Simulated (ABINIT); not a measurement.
Entries from a set of simulations; values are calculated unless marked as measured.

**GaN (F-43m): G0W0 with ABINIT, start to end**

The structure is cubic, space group F-43m (No. 216). The conventional cell has a = 4.507 Å, b = 4.507 Å, c = 4.507 Å, α = 90.00°, β = 90.00°, γ = 90.00°. Ga has 4 N at 1.95 Å nearest. Nearest to N lie 4 Ga at 1.95 Å. Farther neighbours, and contacts between anions beyond the nearest, are not listed.

```xyz
2
Lattice="0.0000 2.2535 2.2535 2.2535 0.0000 2.2535 2.2535 2.2535 0.0000" Properties=species:S:1:pos:R:3 pbc="T T T"
Ga    0.0000    0.0000    0.0000
N     3.3803    3.3803    3.3803
```

| Item | Value |
| --- | --- |
| method | RPA screening on PBE, plane waves, norm-conserving pseudopotentials (and 2 further levels or steps) |
| program | ABINIT 10.8.3 |
| settings | cutoff 45 Ha, PseudoDojo scalar-relativistic 0.4 stringent, norm-conserving, ngkpt (6, 6, 6), nband 182, ecuteps 9.6 Ha, inclvkb 2, shiftk (0, 0, 0), symchi 1, awtr 1, frequency ppm, 6×6×6 k-mesh |
| cost | 5 runs, 6.2 min in all on 8 MPI ranks of AMD EPYC 7R43, shared host |
| notes | The cell and positions are those that the Materials Project relaxed with its own functionals (PBE, PBE+U or r2SCAN), kept fixed. This is not the form that GaN usually takes at ambient conditions. Limits: no spin-orbit coupling. |
| PBE gap | 1.75 eV, direct |
| G0W0 gap on the mesh | 2.63 eV |
| GW settings | 6×6×6 mesh, 182 bands, screening to 261.2 eV, Godby-Needs plasmon pole |
| known limits | short of the basis limit; no spin-orbit coupling |

G0W0 moves the gap on the mesh from 1.75 eV to 2.63 eV (+0.89 eV), with Z of 0.80 and 0.82 at the edges. Local fields lower the RPA ε∞ on this mesh from 6.88 to 6.41.

[Long decimals in the printed logs are rounded to 6 places.]

[Logs are printed without paths, hosts, clocks, repeated set-up lines and the standing remarks that a program may print on its own settings, such as how far it seeks lower states.]

[Paths, hosts, dates, memory and timing lines, banners, echoed tables and standing remarks are left out of the program output; an Ansatz launch command may be rebuilt from the run's recorded settings. Measured values are a selection of at most five: reports struck by readers or far from the other reports are left out. None is set beside runs whose start may be inverted or whose files or cutoffs have a known fault.]

[Runs of the session that timed out or met a known fault of the program may be left out.]

[Hosts, paths, dates, database ids (printed as entryN), source tags and the programs' standing remarks are cut or masked in the printed files.]

[G0W0 gaps are taken among the corrected bands and points alone; a level outside them can change the order at an edge.]

[Where Ansatz stands beside ABINIT at settings called matched, ABINIT's density can come from a denser mesh and the files from another edition; pairs whose starting gaps differed by over 0.03 eV were left out, so agreement reads better than it is.]
